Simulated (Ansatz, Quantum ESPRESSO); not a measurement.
## CoSi2 (fluorite): bulk modulus from a few volumes

How stiff is fluorite CoSi2 under hydrostatic load? Each row scales the relaxed cell evenly and relaxes the atoms. The phase is followed to these pressures whether or not it stays the stable one.

Calculated with Quantum ESPRESSO 7.5, PBEsol, GBRV 1.5 ultrasoft potentials, cutoff 680 eV, Fermi–Dirac smearing 0.05 eV, k-mesh 14×14×14, no spin polarisation, no spin-orbit coupling.

Reference cell, relaxed at zero pressure with PBEsol (Fm-3m): a = 3.7545 Å, b = 3.7545 Å, c = 3.7545 Å, α = 60.00°, β = 60.00°, γ = 60.00°.

```
atom       x       y       z
  Co  0.0000  0.0000  0.0000
  Si  0.2500  0.2500  0.2500
  Si  0.7500  0.7500  0.7500
```

| V (Å³/atom) | V/V0 | P (GPa) | E − E0 (meV/atom) |
| --- | --- | --- | --- |
| 11.7258 | 0.9400 | 13.886 | 31.7 |
| 11.9753 | 0.9600 | 8.718 | 13.8 |
| 12.7237 | 1.0200 | −3.675 | 2.6 |
| 12.9732 | 1.0400 | −7.047 | 10.6 |
| 13.2227 | 1.0600 | −9.955 | 23.6 |

V0 = 12.4743 Å³ an atom, where the residual pressure P0 is −0.028 GPa. **Question.** Fit the Birch–Murnaghan law and give the pressure and the energy at V = 12.2248 Å³ an atom, a row left out above.

With the Eulerian strain f = ½[(V0/V)^(2/3) − 1] and F = (P − P0)/[3f(1 + 2f)^(5/2)], the third-order law is the line F = B0 + (3/2) B0 (B′ − 4) f.

| f | F (GPa) |
| --- | --- |
| 0.02106 | 198.67 |
| 0.01379 | 197.43 |
| −0.00656 | 191.67 |
| −0.01290 | 193.58 |
| −0.01905 | 191.42 |

A straight line through the 5 rows: the means are −0.000732 for f and 194.55 for F, Σ(Δx)² = 0.001203 and ΣΔxΔy = 0.2175, so the slope is 0.2175/0.001203 = 180.77 and the intercept 194.55 − (180.77)(−0.000732) = 194.69.

Hence B0 = 194.7 GPa and B′ = 4 + (180.8)/(1.5 × 194.7) = 4.62. For the withheld volume f = 0.00678, F = 195.91 GPa and P = 4.09 GPa. The run itself gives 4.08 GPa, so the estimate misses by 0.01 GPa; the fitted rows themselves lie up to 0.04 GPa off the law.

Integrating the same law gives E − E0 = (9/2) B0 V0 f²[1 + (B′ − 4) f] + P0(V0 − V), with 1 GPa Å³ = 6.2415 meV: 3.1 meV an atom. The run itself gives 3.5 meV, so the estimate misses by 0.4 meV; the fitted rows themselves lie up to 1.2 meV off the law.

The same fit over all rows at other levels or in other programs gives B0 = 194 GPa with PBEsol (Ansatz), 196 GPa with PBEsol (Quantum ESPRESSO, PseudoDojo) and 197 GPa with r2SCAN (Ansatz).

[Logs are printed without paths, hosts, clocks, repeated set-up lines and the standing remarks that a program may print on its own settings, such as how far it seeks lower states.]
